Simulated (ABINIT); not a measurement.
# A GW chain in ABINIT: CsGeCl3 (R3m)

Aim: the G0W0 gap of CsGeCl3 (R3m) on LDA, step by step.

Main program and level: ABINIT 10.8.3; LDA and many-body steps on it, plane waves.

This is a report of a sequence of runs, with most program output left out.

## 1. The starting structure

Symmetry: R3m, No. 160, trigonal system. Conventional cell: a = 7.694 Å, b = 7.694 Å, c = 9.535 Å, α = 90.00°, β = 90.00°, γ = 120.00°. Nearest to Cs lie 12 Cl at 3.86 to 3.90 Å. Nearest to Ge lie 3 Cl at 2.37 Å. Cl has 2 Ge at 2.37 to 3.10 Å and 4 Cs at 3.86 to 3.90 Å nearest. Farther neighbours and most contacts between anions are not listed.

The cell and positions are those that the Materials Project relaxed with its own functionals (PBE, PBE+U or r2SCAN), kept fixed. Spin-orbit coupling is left out unless a step names it.

## 2. Ground state

This step: ABINIT 10.8.3; DFT, LDA, plane waves, norm-conserving pseudopotentials.

The ground-state density comes first.

Input file run.abi:

```
acell 3*1.0 Angstrom
rprim 
  3.846816390705 2.220960478697 3.178300533600
  -3.846816390705 2.220960478697 3.178300533600
  -0.000000000000 -4.441920957394 3.178300533600
ntypat 3
znucl 55 32 17
natom 5
typat 1 2 3 3 3
xred 
  0.998403350000 0.998403350000 0.998403350000
  0.515533150000 0.515533150000 0.515533150000
  0.496712670000 0.496712670000 0.948638170000
  0.496712670000 0.948638170000 0.496712670000
  0.948638170000 0.496712670000 0.496712670000
pp_dirpath "pseudos"
pseudos "Cs.upf, Ge.upf, Cl.upf"
ecut 56
ngkpt 4 4 4
nshiftk 1
shiftk 0 0 0
kptopt 1
chksymbreak 0
nband 32
occopt 1
tolvrs 1e-08
nstep 60
prtwf 0
optforces 0
optstress 0
indata_prefix "in"
outdata_prefix "out"
tmpdata_prefix "tmp"
```

The run is started by

```console
OMP_NUM_THREADS=1 mpirun -n 4 abinit run.abi > log
```

Run time: 2.7 min. Hardware: 4 MPI ranks of Intel Xeon Platinum 8488C (Sapphire Rapids), shared host; peak memory 0.77 GiB; 11 min of CPU time.

Numbers from this step:

```
total energy               : -9587.4849 eV
gap                        : 1.977 eV
k of the valence top       : 0.5, 0.5, 0.5
k of the conduction bottom : 0.5, 0.5, 0.5
least direct gap           : 1.977 eV
```

The gap is direct, at (0.500, 0.500, 0.500).

## 3. Bands along the symmetry lines

Levels along a band path, at the cheap level, show where the edges lie and whether the meshes to come will hold them.

run.abi: that of step 2 with these lines changed.

```diff
@@ -18,14 +18,45 @@
 ecut 56
-ngkpt 4 4 4
-nshiftk 1
-shiftk 0 0 0
-kptopt 1
-chksymbreak 0
-nband 32
-occopt 1
-tolvrs 1e-08
-nstep 60
+iscf -2
+irdden 1
+kptopt 0
+nkpt 31
+kpt 
+  0.00000000 0.00000000 0.00000000
+  0.12500000 0.12500000 0.12500000
+  0.25000000 0.25000000 0.25000000
+  0.37500000 0.37500000 0.37500000
+  0.50000000 0.50000000 0.50000000
+  0.50194906 0.49805094 0.50000000
+  0.50389812 0.49610188 0.50000000
+  0.50584718 0.49415282 0.50000000
+  0.50779624 0.49220376 0.50000000
+  0.50000000 -0.49220376 0.49220376
+  0.50000000 -0.36915282 0.36915282
+  0.50000000 -0.24610188 0.24610188
+  0.50000000 -0.12305094 0.12305094
+  0.50000000 0.00000000 0.00000000
+  0.37500000 0.00000000 0.00000000
+  0.25000000 0.00000000 0.00000000
+  0.12500000 0.00000000 0.00000000
+  0.00000000 0.00000000 0.00000000
+  0.12402547 -0.12402547 0.00000000
+  0.24805094 -0.24805094 0.00000000
+  0.37207641 -0.37207641 0.00000000
+  0.49610188 -0.49610188 -0.00000000
+  0.50389812 0.00000000 0.49610188
+  0.50292359 0.00000000 0.49707641
+  0.50194906 0.00000000 0.49805094
+  0.50097453 0.00000000 0.49902547
+  0.50000000 0.00000000 0.50000000
+  0.37500000 0.00000000 0.37500000
+  0.25000000 0.00000000 0.25000000
+  0.12500000 0.00000000 0.12500000
+  0.00000000 0.00000000 0.00000000
+istwfk *1
+nband 33
+nbdbuf 2
+tolwfr 1e-08
+nstep 40
 prtwf 0
-optforces 0
-optstress 0
+prtvol 0
 indata_prefix "in"
```

The job ended after 2.7 min (4 MPI ranks; peak memory 0.8 GiB; 11 min of CPU time).

This step gave:

| Item | Value |
| --- | --- |
| gap | 1.975 eV |
| k of the valence top | 0.5, 0.5, 0.5 |
| k of the conduction bottom | 0.5078, 0.4922, 0.5 |
| least direct gap | 1.977 eV |

The gap is 1.975 eV, −0.002 eV from the run before at this level.

The electronic bands at the labelled points (eV, zero at the top of the highest filled band):

```csv
point,band 23,band 24,band 25,band 26,band 27,band 28,band 29,band 30
Γ,-2.59,-2.49,-2.49,-2.30,3.22,4.10,4.10,4.82
halfway,-2.43,-2.43,-2.38,-1.67,3.66,3.66,3.79,4.59
T,-2.21,-2.21,-2.15,0.00,1.98,1.98,2.00,5.07
halfway,-2.21,-2.21,-2.15,0.00,1.98,1.98,2.00,5.07
H2,-2.21,-2.21,-2.15,0.00,1.98,1.98,2.00,5.07
jump to H0,-2.21,-2.21,-2.15,0.00,1.98,1.98,2.00,5.07
halfway,-2.56,-2.46,-2.33,-1.04,2.40,3.59,3.73,5.09
L,-2.73,-2.62,-2.60,-1.57,2.82,4.54,5.03,5.18
halfway,-2.68,-2.60,-2.53,-2.06,3.77,4.23,4.51,4.59
Γ,-2.59,-2.49,-2.49,-2.30,3.22,4.10,4.10,4.82
halfway,-2.80,-2.56,-2.49,-1.77,3.83,4.03,4.50,4.89
S0,-2.68,-2.66,-2.19,-0.74,2.36,2.46,4.87,5.39
jump to S2,-2.68,-2.66,-2.19,-0.74,2.36,2.46,4.87,5.39
halfway,-2.68,-2.66,-2.19,-0.74,2.36,2.46,4.87,5.39
F,-2.68,-2.66,-2.19,-0.74,2.36,2.46,4.87,5.39
halfway,-2.67,-2.56,-2.39,-1.85,3.92,3.93,4.30,4.89
Γ,-2.59,-2.49,-2.49,-2.30,3.22,4.10,4.10,4.82
```

## 4. Empty states on the mesh, 2×2×2 mesh, 163 bands

The sums over transitions need many empty states on a uniform mesh; this step solves for them.

Input file run.abi:

```
acell 3*1.0 Angstrom
rprim 
  3.846816390705 2.220960478697 3.178300533600
  -3.846816390705 2.220960478697 3.178300533600
  -0.000000000000 -4.441920957394 3.178300533600
ntypat 3
znucl 55 32 17
natom 5
typat 1 2 3 3 3
xred 
  0.998403350000 0.998403350000 0.998403350000
  0.515533150000 0.515533150000 0.515533150000
  0.496712670000 0.496712670000 0.948638170000
  0.496712670000 0.948638170000 0.496712670000
  0.948638170000 0.496712670000 0.496712670000
pp_dirpath "pseudos"
pseudos "Cs.upf, Ge.upf, Cl.upf"
ecut 56
ngkpt 2 2 2
nshiftk 1
shiftk 0 0 0
kptopt 1
chksymbreak 0
iscf -2
irdden 1
istwfk *1
nband 163
nbdbuf 14
tolwfr 1e-09
nstep 60
prtvol 0
indata_prefix "in"
outdata_prefix "out"
tmpdata_prefix "tmp"
```

Wall time 2.9 min (4 MPI ranks); peak memory 0.71 GiB.

This step gave:

- gap: 1.977 eV
- k of the valence top: 0.5, 0.5, 0.5
- k of the conduction bottom: 0.5, 0.5, 0.5
- least direct gap: 1.977 eV
- k points computed: 4
- lowest point of the top converged band, above the valence top: 40.61 eV

On this mesh the gap is 1.977 eV.

## 5. Screening, 2×2×2 mesh, 149 bands, screening to 108.8 eV

The RPA dielectric matrix is built and inverted for each q.

This step: RPA screening on LDA, plane waves, norm-conserving pseudopotentials.

run.abi: that of step 4 with these lines changed.

```diff
@@ -23,10 +23,11 @@
 chksymbreak 0
-iscf -2
-irdden 1
 istwfk *1
-nband 163
-nbdbuf 14
-tolwfr 1e-09
-nstep 60
-prtvol 0
+occopt 1
+irdwfk 1
+optdriver 3
+nband 149
+ecuteps 4
+inclvkb 2
+awtr 1
+symchi 1
 indata_prefix "in"
```

The job ended after 83 s (4 MPI ranks; peak memory 2.8 GiB; 5.5 min of CPU time).

This step gave:

- ε∞ with local fields, on this mesh, along the program's q direction: 5.963
- the same without local fields: 7.229
- plasma frequency: 20.98 eV
- plane waves in the screening matrix: 437

Local fields lower ε∞ by 18 %. On a Γ-centred mesh this coarse the value itself is usually too large, while a short band sum pulls it down.

## 6. Self-energy, 2×2×2 mesh, 149 bands, screening to 108.8 eV

The self-energy is evaluated for the states that the input lists, and the levels follow from it, in one-shot runs by the linearised quasiparticle equation.

This step: G0W0 on LDA, plane waves, norm-conserving pseudopotentials.

run.abi: that of step 5 with these lines changed.

```diff
@@ -26,8 +26,17 @@
 irdwfk 1
-optdriver 3
+optdriver 4
 nband 149
+gwcalctyp 0
+ecutsigx 56
+symsigma 1
+nkptgw 2
+kptgw 
+  0.5000000000 0.5000000000 0.5000000000
+  0.0000000000 0.0000000000 0.0000000000
+bdgw 
+  25 28
+  24 29
 ecuteps 4
-inclvkb 2
-awtr 1
-symchi 1
+irdscr 1
+ppmodel 1
 indata_prefix "in"
```

Wall time 19 s (4 MPI ranks); peak memory 1.9 GiB; 74 s of CPU time.

Numbers from this step:

| Property | Result |
| --- | --- |
| G0W0 gap on the points computed | 3.617 eV |
| starting gap on the mesh | 1.977 eV |
| k of the valence top | 0.5, 0.5, 0.5 |
| k of the conduction bottom | 0.5, 0.5, 0.5 |
| Z at the valence top | 0.788 |
| Z at the conduction bottom | 0.809 |
| least direct G0W0 gap on the computed points | 3.617 eV |

The gap on the mesh goes from 1.98 eV to 3.62 eV, a correction of +1.64 eV.

Limits: finite bands, cutoff and mesh; no spin-orbit coupling; coarse k mesh. v1 is the top filled band, c1 the lowest empty one. Levels before and after the correction, in eV, zero at the valence-band top of each column:

```csv
,conduction bottom,valence top
Kohn-Sham,1.98,0.00
G0W0,3.62,0.00
```

```csv
,level,energy (eV)
Kohn-Sham,(0.5 0.5 0.5) v2,-2.149
Kohn-Sham,(0.5 0.5 0.5) v1,0.000
Kohn-Sham,(0.5 0.5 0.5) c1-c2,1.977
G0W0,(0.5 0.5 0.5) v2,-2.735
G0W0,(0.5 0.5 0.5) v1,0.000
G0W0,(0.5 0.5 0.5) c1-c2,3.617
```

## 7. Where the time went

Times are wall times on 4 MPI ranks of Intel Xeon Platinum 8488C (Sapphire Rapids), shared host, good to a factor of about two.

```csv
step,time,share,memory (GiB)
ground state,2.7 min,27 %,0.77
bands along the symmetry lines,2.7 min,27 %,0.8
empty states on the mesh,2.9 min,29 %,0.71
screening,83 s,14 %,2.8
self-energy,19 s,3 %,1.9
```

## 8. Results

* LDA gap: 1.98 eV, indirect (only 2 meV under the direct gap)
* G0W0 gap on the mesh: 3.62 eV
* GW settings: 2×2×2 mesh, 149 bands, screening to 108.8 eV, Godby-Needs plasmon pole
* known limits: not at the basis limit; no spin-orbit coupling; coarse k mesh

In words: G0W0 moves the gap on the mesh from 1.98 eV to 3.62 eV (+1.64 eV), with Z of 0.79 and 0.81 at the edges. Local fields lower the RPA ε∞ on this mesh from 7.23 to 5.96; a Γ-centred mesh this coarse tends to raise both, most where the direct gap is narrow, while a short band sum lowers them. Only 2 of the mesh's irreducible points were corrected, so a valley elsewhere could overtake. Bands and cutoff are finite, so the gap is not at the basis limit. The miss can reach some tenths of an eV and take either sign; the mesh is an error of its own. In the G0W0 run levels were corrected at 2 k points alone, so a gap called «on the mesh» is the least over those, and an edge elsewhere would be missed. The 2×2×2 mesh is coarse for this cell, which bears on the long-range parts of exchange and screening. The many-body steps are scalar-relativistic: spin-orbit coupling is not in them.

[Paths, hosts, dates, memory and timing lines, banners, echoed tables and standing remarks are left out of the program output.]

[Logs are printed without paths, hosts, clocks, repeated set-up lines and the standing remarks that a program may print on its own settings, such as how far it seeks lower states.]

[Runs of the session that timed out or met a known fault of the program may be left out.]

[Hosts, paths, dates, database ids (printed as entryN), source tags and the programs' standing remarks are cut or masked in the printed files.]

[G0W0 gaps are taken among the corrected bands and points alone; a level outside them can change the order at an edge.]

[Where Ansatz stands beside ABINIT at settings called matched, ABINIT's density can come from a denser mesh and the files from another edition; pairs whose starting gaps differed by over 0.03 eV were left out, so agreement reads better than it is.]
